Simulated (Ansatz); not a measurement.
# Sc (P6_3/mmc): a volume series of phonon spectra, part 2 of 4

Which modes of Sc drive its thermal expansion?

What experiment has found for this phase:
- heat capacity C_P per formula unit 25.58 J/mol/K near room temperature (given in “High-Throughput Prediction of Finite-Temperature Properties using the Quasi-Harmonic Approximation”, 2016, arXiv:1603.06924)

Ansatz 0.2.0; DFT PBEsol, scalar-relativistic, plane waves, PAW.

So far. Step 2 (A first coarse run): The start is under -3.0 GPa at this level and looks like a metal on this mesh.

**4. Relaxing to small residual forces and stress**

The relaxation is repeated with tighter thresholds on force and stress, since phonons are sensitive to what is left; a change of mesh or smearing in the input moves the cell too.

File input.yaml:

```yaml
crystal:
  lattice:
    - [3.2769239631, 0.0, 0.0]
    - [-1.6384619816, 2.8378993983, 0.0]
    - [0.0, 0.0, 5.0824604557]
  atoms:
    - { symbol: Sc, position: [0.3333333333, 0.6666666667, 0.25] }
    - { symbol: Sc, position: [0.6666666667, 0.3333333333, 0.75] }
kpoints:
  mp_grid: { grid: [15, 15, 8] }
hamiltonian:
  xc: pbesol
scf:
  occupations: { method: methfessel_paxton, width: 0.2 }
output:
  forces: true
  stress: true
  eigenvalues: true
relax:
  adjacent_minimum: "off"
  f_tol: 0.001
  max_steps: 60
  cell: { stress_tol: 0.01 }
```

On the command line:

```bash
> ansatz run input.yaml --threads 8 --pin off --max-ram 30720MiB --backend cpu --events-out ev --progress --plain --runs-dir out
```

Numbers of over 12 decimals in the logs are rounded to 6 here.

Log:

```text
[...]
Crystal: 2 atoms, lattice volume = 47.265 Å³
Basis set: ecut = 420 eV, 953 PW (Γ), exchange–correlation on 48×48×72 points (8 copies of the dense FFT grid, shifted against one another)
Bands: 15, of which v1, the nominal top of the filled ones, is band 11 counted from 1 (10 counted from 0)
Symmetry: 24 space group operations
[...]
k-points: 135 of 1800
[...]
k-point 134: bands = [... 7 lower, -17.9924, 9.2031, 9.2031, 9.4806, 9.4806, 9.9378, 9.9378, 12.1284]
--- Relaxed structure (2 steps of the walk, 2 accepted, 1 SCFs on fresh bases) ---
[...]
cell:  # Å, volume = 47.2636 Å³
    - [3.277597, 2.8873537783665803e-11, 0]
    - [-1.638799, 2.838483, 0]
    - [0, 0, 5.080252]
  atoms:
    - { symbol: Sc, position: [0.333333, 0.666667, 0.25] }
    - { symbol: Sc, position: [0.666667, 0.333333, 0.750000] }
[key lines of the parts left out:]
SCF converged after 4 iterations
Free energy (F): -4222.738740 eV
Fermi energy:    9.633243 eV
P = ⅓ Tr σ = -0.0019 GPa (-0.019 kbar)
```

Elapsed: 2.7 s, on 8 threads of Arm Neoverse V1, shared host; peak memory 0.45 GiB.

Little changed from the start: no atom moved by 0.005 Å and no cell edge by 0.1 %.

Numbers from this step:

| Quantity | Value |
| --- | --- |
| pressure | -0.001930 GPa |

The residual pressure is -0.0019 GPa, small enough for phonons.

**5. Phonons, V/V0 1**

The same q-mesh and k-mesh are kept at every volume, so that much of their error can cancel in the differences.

File input.yaml:

```yaml
crystal:
  lattice:
    - [3.2775974946, 0.0, 0.0]
    - [-1.6387987473, 2.8384826936, 0.0]
    - [0.0, 0.0, 5.0802520018]
  atoms:
    - { symbol: Sc, position: [0.3333333333, 0.6666666667, 0.25] }
    - { symbol: Sc, position: [0.6666666667, 0.3333333333, 0.75] }
kpoints:
  mp_grid: { grid: [15, 15, 8] }
hamiltonian:
  xc: pbesol
scf:
  occupations: { method: methfessel_paxton, width: 0.2 }
output:
  eigenvalues: true
phonons:
  method: dfpt
  qmesh: [3, 3, 2]
  temperatures: { t_max: 1000, t_step: 50 }
  qpath:
    path:
      - [[0.0, 0.0, 0.0], [0.5, 0.0, 0.0], [0.33333333, 0.33333333, 0.0], [0.0, 0.0, 0.0], [0.0, 0.0, 0.5], [0.5, 0.0, 0.5], [0.33333333, 0.33333333, 0.5], [0.0, 0.0, 0.5]]
      - [[0.5, 0.0, 0.5], [0.5, 0.0, 0.0]]
      - [[0.33333333, 0.33333333, 0.5], [0.33333333, 0.33333333, 0.0]]
    npoints: 10
```

Log:

```text
[...]
Crystal: 2 atoms, lattice volume = 47.264 Å³
Basis set: ecut = 420 eV, 953 PW (Γ), exchange–correlation on 48×48×72 points (8 copies of the dense FFT grid, shifted against one another)
Bands: 15, of which v1, the nominal top of the filled ones, is band 11 counted from 1 (10 counted from 0)
Symmetry: 24 space group operations
k-points: 135 of 1800
[...]
SCF iter   1: F=—  HF=-4222.742462 eV  |F-HF|=—  |Δ(HF+E_count)|=         —  Δρ=4.52e-3  dr2=9.23e-3  ethr=1.77e-3  ⟨swp⟩=3.2  Hψ=7437  notcnv=0
[...]
SCF iter   7: F=-4222.738740 eV  HF=-4222.738740 eV  |F-HF|=9.09e-13  |Δ(HF+E_count)|=  4.91e-11  S|Δr|=    0.00e0  Δρ=3.87e-8  dr2=3.37e-13  ethr=1.00e-12  ⟨swp⟩=4.9  Hψ=7432  notcnv=0
SCF 1 converged in 7 iterations: F = -4222.738740 eV  dr2 = 3.37e-13
[...]
NSCF: frozen V_eff on 135 k-points
[...]
DFPT response loops at q = (0, 0, 0) (fractional): preconditioner auto → Kerker (q_TF=auto, 2.402 Å⁻¹) (partly filled bands, converged f_vac=0.000); β = 1.00, the filter's whole step (`scf.mixing.beta` (0.50) is not read by the response loops under this deck's `scf.mixing.preconditioner`; to damp them name `kerker` or `kerker_dos`, under which they read `scf.mixing.beta`, and type it under 1.00, their step now; both keys bind the ground state too); Broyden in place of MSR1
[...]
SCF converged after 7 iterations
[...]
Free energy (F): -4222.738740 eV
[...]
Internal energy: -4222.734713 eV  (E = F + TS)
E sigma→0 (E₀):  -4222.737733 eV
Entropy (-TS):   -0.004027 eV (-2.013 meV/atom)
Fermi energy:    9.633243 eV
[...]
--- Band table (eV; the first three rows and the last of 135) ---
  k-point 0: bands = [... 7 lower, -17.9073, 4.4306, 7.9435, 10.3886, 11.2703, 11.2703, 11.5808, 11.7567]
  k-point 1: bands = [... 7 lower, -17.9277, 4.5415, 7.8094, 10.3222, 11.2084, 11.2084, 11.5046, 11.6839]
  k-point 2: bands = [... 7 lower, -17.9549, 4.8662, 7.3906, 10.2702, 11.1227, 11.1227, 11.2911, 11.5110]
  k-point 134: bands = [... 7 lower, -17.9924, 9.2031, 9.2031, 9.4806, 9.4806, 9.9378, 9.9378, 12.1284]
--- Phonons (Γ-DFPT): 2 representative perturbations + reference (Σ response iterations 6) ---
  ASR residual: 9.308e-6 → 0.000e0 eV/Å²; symmetrization residual: 3.050e-12 eV/Å²
  ASR residual per site (eV/Å²): 9.31e-6 9.31e-6
  Γ frequencies (cm⁻¹): 0.00 0.00 0.00 135.10 135.10 235.34
--- Phonons (arbitrary-q DFPT): 6 irreducible q on the 3×3×2 mesh ---
  q = [0.0000, 0.0000, 0.0000] (star 1, of the zone-centre solve; hermiticity 1.24e-14, symmetrization 6.66e-13): -0.00 -0.00 0.00 135.10 135.10 235.34
  q = [0.0000, 0.0000, -0.5000] (star 1, 2 solved perturbations in 455 linear systems a pass and spin channel, the states on 320 of 1800 k-point pairs; hermiticity 6.15e-12, symmetrization 3.10e-12): 97.42 97.42 97.42 97.42 166.17 166.17
  q = [0.0000, 0.3333, 0.0000] (star 6, 3 solved perturbations on 600 of 1800 k-point pairs; hermiticity 3.95e-7, symmetrization 4.32e-14): 107.51 111.04 180.32 190.04 199.13 228.95
[...]
sum rule: each row above includes the acoustic sum rule's correction from the zone centre's row sums; it moved no ω² by more than (0.24 cm⁻¹)²
  mesh force constants: q→R imaginary residual 0.00e0; ASR residual 9.308e-6 → 0.000e0 eV/Å²; symmetrization residual 3.553e-15 eV/Å²
  interpolated dispersion: 93 rows × 6 modes
  density of states and harmonic sums: on the 24×24×12 q-mesh, interpolated from the force constants of a 3×3×2 supercell (no non-analytic term)
  largest difference from the sums on the solved wave vectors: F 3.66e-2 eV, S 5.09e-5 and C_V 1.43e-5 eV/K
  zero-point energy: 0.060120 eV/cell   skipped modes (ω ≤ 0): 3   left out of the sums: 7.23e-5 of the cell's modes: C_V's classical limit lies that fraction below 3 k_B per atom; for a crystal, a wire or a layer, F and S can be off by more, and a phonons.interpolated_qmesh denser along its periods is the remedy for the sampling
```

Wall time 60 s (8 threads); peak memory 1.4 GiB.

This step gave:

| Item | Value |
| --- | --- |
| Γ frequencies | 0, 0, 0, 135.1, 135.1, 235.3 cm⁻¹ (negative: imaginary) |
| lowest frequency on the path | 0 cm⁻¹ |
| zero-point energy | 0.06012 eV/cell |
| point group | 6/mmm |
| highest frequency | 235.7 cm⁻¹ |
| Debye temperature from the second moment | 310 K |

No LO-TO term. Phonon branches along the path, in cm⁻¹:

```csv
point,branch 1,branch 2,branch 3,branch 4,branch 5,branch 6
Γ,0,0,0,135,135,235
halfway,87,92,150,175,181,234
M,118,136,201,203,218,220
halfway,142,150,185,209,210,213
K,171,171,181,181,207,212
halfway,100,121,147,186,189,231
Γ,0,0,0,135,135,235
halfway,53,53,90,126,126,217
A,97,97,97,97,166,166
halfway,132,132,134,134,183,183
L,128,128,158,158,215,215
halfway,114,114,176,176,210,210
H,106,106,195,195,199,199
halfway,122,122,153,153,187,187
A,97,97,97,97,166,166
jump to L,128,128,158,158,215,215
halfway,122,128,175,190,217,218
M,118,136,201,203,218,220
jump to H,106,106,195,195,199,199
halfway,136,136,193,193,202,206
K,171,171,181,181,207,212
```

The phonon branches as a text plot (rows in cm⁻¹):

```
    231 |******          *******
    221 |      ***      *       *                        ****
    211 |      *  ******                 *****          *      **
    201 |     **** *    *        *      *     ****         *****
    192 |    ***  * * *  *             *      *** **      ** ***
    182 |    **    * *   *        *   *      *      *    *      *
    172 |   **      ***   *          *      *    *   **   *     *
    162 |   *       * ***  *       **     **      *    **
    152 |  *       *   **   *     *     **         *    **     *
    142 |**       *      *  **         *            *    *
    133 |*      ***     * *   **      *****             * ***
    123 |   *  * *       *      **   *     *      ****  ****  *
    113 |     ***                *  **      **   *   **     **
    103 |    *           ***      ***         ***      *
     93 |  *                    * *
     83 |   *             *
     74 |   *              **    *
     64 | **               *
     54 |  *                *   *
     44 | *                 *
     34 |**                  * *
     25 |*                   * *
     15 |*
      5 |                     *
         Γ      M    K        Γ   A       L    H       A|L M|H  K
```

Tetrahedra on 24 24 12, mean over bins of 2 cm⁻¹. Table of phonon density of states by wavenumber; read off at these points:

wavenumber (cm⁻¹), phonon density of states (1/cm⁻¹/cell) and a bar:
```
     10.0     0.0001 
     20.0     0.0003 
     30.0     0.0007 
     40.0     0.0014 #
     50.0     0.0022 #
     60.0     0.0035 #
     70.0     0.0052 ##
     80.0     0.0077 ###
     90.0     0.0114 #####
    100.0     0.0182 #######
    110.0     0.0481 ###################
    117.0     0.0500 ####################
    120.0     0.0480 ###################
    130.0     0.0410 ################
    140.0     0.0385 ###############
    150.0     0.0355 ##############
    160.0     0.0401 ################
    170.0     0.0454 ##################
    173.0     0.0493 ####################
    180.0     0.0432 #################
    190.0     0.0430 #################
    200.0     0.0470 ###################
    210.0     0.0748 ##############################
    220.0     0.0315 #############
    230.0     0.0129 #####
```

Harmonic. Thermo, by row:

```csv
T (K),F_vib (meV/atom),S (J/mol-atom/K),C_V (J/mol-atom/K)
0,30.06,0,0
50,29.77,2.27,6.241
100,26.65,10.04,16.15
150,19.46,17.51,20.34
200,8.74,23.64,22.18
250,-4.86,28.7,23.12
300,-20.87,32.97,23.66
350,-38.93,36.65,23.99
400,-58.78,39.86,24.21
450,-80.19,42.73,24.36
500,-103,45.3,24.47
550,-127.1,47.63,24.55
600,-152.3,49.77,24.61
650,-178.7,51.74,24.66
700,-205.9,53.57,24.7
750,-234.2,55.28,24.73
800,-263.2,56.88,24.75
850,-293.1,58.38,24.78
900,-323.7,59.79,24.79
950,-355,61.13,24.81
1000,-387.1,62.41,24.82
```

Phonopy on the run's constants, 19x19x11 mesh, Gaussian sigma 2.0 cm⁻¹. Modes, Sc against wavenumber; read off at these points:

```csv
wavenumber (cm⁻¹),"modes, Sc (1/cm⁻¹/cell)"
-10.0,0
0.0,1.5e-4
10.0,0
20.0,5.5e-4
30.0,9.5e-4
40.0,0.00109
50.0,0.00192
60.0,0.00375
70.0,0.00616
80.0,0.00782
90.0,0.00916
100.0,0.0175
110.0,0.0460
120.0,0.0487
130.0,0.0392
140.0,0.0382
150.0,0.0363
153.6,0.0418
160.0,0.0369
170.0,0.0450
178.4,0.0470
180.0,0.0455
190.0,0.0399
200.0,0.0530
210.0,0.0717
213.1,0.0753
220.0,0.0294
230.0,0.0117
240.0,3.4e-4
250.0,0
```

No LO-TO term. Modes at Γ:

```csv
mode,frequency (cm⁻¹),symmetry
1,0.0,-
2,0.0,-
3,0.0,-
4,135.1,E2g
5,135.1,E2g
6,235.3,B1g
```

Displacements in mode 4 (135.1 cm⁻¹), the largest set to 1:
```
Sc1  0.00  1.00  0.00
Sc2  0.00 -1.00  0.00
```

Displacements in mode 6 (235.3 cm⁻¹), the largest set to 1:
```
Sc1  0.00  0.00 -1.00
Sc2  0.00  0.00  1.00
```

No mode is imaginary beyond numerical noise at the solved wavevectors.

**6. Relaxing at fixed volume, V/V0 1.015**

The volume is fixed at the new value while shape and atoms relax, so that only the volume differs between members of the series.

The cell differs from the one that the last finished run ended in (a 3.278 → 3.294 Å, b 3.278 → 3.294 Å, c 5.080 → 5.106 Å).

input.yaml, the sections that differ from step 5:

```yaml
crystal:
  lattice:
    - [3.2939042182, 0.0, 0.0]
    - [-1.6469521091, 2.8526047306, 0.0]
    - [0.0, 0.0, 5.1055273034]
  atoms:
    - { symbol: Sc, position: [0.3333333333, 0.6666666667, 0.25] }
    - { symbol: Sc, position: [0.6666666667, 0.3333333333, 0.75] }
output:
  forces: true
  stress: true
  eigenvalues: true
relax:
  adjacent_minimum: "off"
  f_tol: 0.001
  max_steps: 60
  cell: { stress_tol: 0.01, fix: [volume] }
# kpoints, hamiltonian, scf: as in step 5
# phonons: removed
```

Log:

```text
[...]
Crystal: 2 atoms, lattice volume = 47.973 Å³
Basis set: ecut = 420 eV, 953 PW (Γ), exchange–correlation on 48×48×72 points (8 copies of the dense FFT grid, shifted against one another)
Bands: 15, of which v1, the nominal top of the filled ones, is band 11 counted from 1 (10 counted from 0)
Symmetry: 24 space group operations
[...]
k-points: 135 of 1800
[...]
k-point 134: bands = [... 7 lower, -18.2117, 9.0378, 9.0378, 9.3105, 9.3105, 9.7504, 9.7504, 11.9195]
--- Relaxed structure (2 steps of the walk, 2 accepted, 1 SCFs on fresh bases) ---
[...]
cell:  # Å, volume = 47.9726 Å³
    - [3.293378, 0.0, 0.0]
    - [-1.646689, 2.852149, 0.0]
    - [0.0, 0.0, 5.107160]
  atoms:
    - { symbol: Sc, position: [0.333333, 0.666667, 0.250000] }
    - { symbol: Sc, position: [0.666667, 0.333333, 0.75] }
[key lines of the parts left out:]
SCF converged after 4 iterations
Free energy (F): -4222.736872 eV
Fermi energy:    9.459087 eV
P = ⅓ Tr σ = -0.8336 GPa (-8.336 kbar)
```

Wall time 2.7 s (8 threads); peak memory 0.45 GiB; 15 s of CPU time.

Little changed from the start: no atom moved by 0.005 Å and no cell edge by 0.1 %.

**7. Lattice dynamics at this volume, V/V0 1.015**

The same q-mesh and k-mesh are kept at every volume, so that much of their error can cancel in the differences.

File input.yaml:

```yaml
crystal:
  lattice:
    - [3.293377695, 0.0, 0.0]
    - [-1.6466888475, 2.8521487482, 0.0]
    - [0.0, 0.0, 5.1071599089]
  atoms:
    - { symbol: Sc, position: [0.3333333333, 0.6666666667, 0.25] }
    - { symbol: Sc, position: [0.6666666667, 0.3333333333, 0.75] }
kpoints:
  mp_grid: { grid: [15, 15, 8] }
hamiltonian:
  xc: pbesol
scf:
  occupations: { method: methfessel_paxton, width: 0.2 }
output:
  eigenvalues: true
phonons:
  method: dfpt
  qmesh: [3, 3, 2]
  temperatures: { t_max: 1000, t_step: 50 }
  qpath:
    path:
      - [[0.0, 0.0, 0.0], [0.5, 0.0, 0.0], [0.33333333, 0.33333333, 0.0], [0.0, 0.0, 0.0], [0.0, 0.0, 0.5], [0.5, 0.0, 0.5], [0.33333333, 0.33333333, 0.5], [0.0, 0.0, 0.5]]
      - [[0.5, 0.0, 0.5], [0.5, 0.0, 0.0]]
      - [[0.33333333, 0.33333333, 0.5], [0.33333333, 0.33333333, 0.0]]
    npoints: 10
```

Log:

```text
[...]
Crystal: 2 atoms, lattice volume = 47.973 Å³
Basis set: ecut = 420 eV, 953 PW (Γ), exchange–correlation on 48×48×72 points (8 copies of the dense FFT grid, shifted against one another)
Bands: 15, of which v1, the nominal top of the filled ones, is band 11 counted from 1 (10 counted from 0)
Symmetry: 24 space group operations
k-points: 135 of 1800
[...]
k-point 134: bands = [... 7 lower, -18.2117, 9.0378, 9.0378, 9.3105, 9.3105, 9.7504, 9.7504, 11.9195]
[...]
ASR residual: 1.003e-5 → 0.000e0 eV/Å²; symmetrization residual: 1.457e-12 eV/Å²
  ASR residual per site (eV/Å²): 1.00e-5 1.00e-5
  Γ frequencies (cm⁻¹): 0.00 0.00 0.00 134.11 134.11 230.06
--- Phonons (arbitrary-q DFPT): 6 irreducible q on the 3×3×2 mesh ---
[...]
interpolated dispersion: 93 rows × 6 modes
[...]
[key lines of the parts left out:]
SCF converged after 7 iterations
Free energy (F): -4222.736872 eV
Fermi energy:    9.459087 eV
```

It took 61 s on 8 threads; peak memory 1.4 GiB; 7.6 min of CPU time.

No mode is imaginary beyond numerical noise at the solved wavevectors. The highest zone-centre mode (no LO–TO term) moved by -2.2 % for a volume change of +1.5 %.

**8. Relaxing at fixed volume, V/V0 0.985**

The volume is fixed at the new value while shape and atoms relax, so that only the volume differs between members of the series.

The cell differs from the one that the last finished run ended in (a 3.293 → 3.261 Å, b 3.293 → 3.261 Å, c 5.107 → 5.055 Å).

input.yaml, the sections that differ from step 7:

```yaml
crystal:
  lattice:
    - [3.2611268774, 0.0, 0.0]
    - [-1.6305634387, 2.8242187208, 0.0]
    - [0.0, 0.0, 5.0547226664]
  atoms:
    - { symbol: Sc, position: [0.3333333333, 0.6666666667, 0.25] }
    - { symbol: Sc, position: [0.6666666667, 0.3333333333, 0.75] }
output:
  forces: true
  stress: true
  eigenvalues: true
relax:
  adjacent_minimum: "off"
  f_tol: 0.001
  max_steps: 60
  cell: { stress_tol: 0.01, fix: [volume] }
# kpoints, hamiltonian, scf: as in step 7
# phonons: removed
```

Log:

```text
[...]
Crystal: 2 atoms, lattice volume = 46.555 Å³
Basis set: ecut = 420 eV, 929 PW (Γ), exchange–correlation on 48×48×72 points (8 copies of the dense FFT grid, shifted against one another)
Bands: 15, of which v1, the nominal top of the filled ones, is band 11 counted from 1 (10 counted from 0)
Symmetry: 24 space group operations
[...]
k-points: 135 of 1800
[...]
k-point 134: bands = [... 7 lower, -17.7672, 9.3729, 9.3729, 9.6553, 9.6553, 10.1309, 10.1309, 12.3430]
--- Relaxed structure (2 steps of the walk, 2 accepted, 1 SCFs on fresh bases) ---
[...]
cell:  # Å, volume = 46.5547 Å³
    - [3.261847, 0.0, 0.0]
    - [-1.630923, 2.824842, 0.0]
    - [0.0, 0.0, 5.052492]
  atoms:
    - { symbol: Sc, position: [0.333333, 0.666667, 0.250000] }
    - { symbol: Sc, position: [0.666667, 0.333333, 0.750000] }
[key lines of the parts left out:]
SCF converged after 4 iterations
Free energy (F): -4222.736807 eV
Fermi energy:    9.812225 eV
P = ⅓ Tr σ = 0.8849 GPa (8.849 kbar)
```

Run time: 2.1 s. Hardware: 8 threads; peak memory 0.45 GiB; 14 s of CPU time.

Little changed from the start: no atom moved by 0.005 Å and no cell edge by 0.1 %.

(Part 2 of 4 ends here.)

[Logs are printed without paths, hosts, clocks, repeated set-up lines and the standing remarks that a program may print on its own settings, such as how far it seeks lower states.]

[Hosts, paths, dates, database ids (printed as entryN), source tags and the programs' standing remarks are cut or masked in the printed files.]

[A step with changed settings may run another functional than the one named; its input shows which.]

[Of the runs on displaced cells, only some may be shown.]
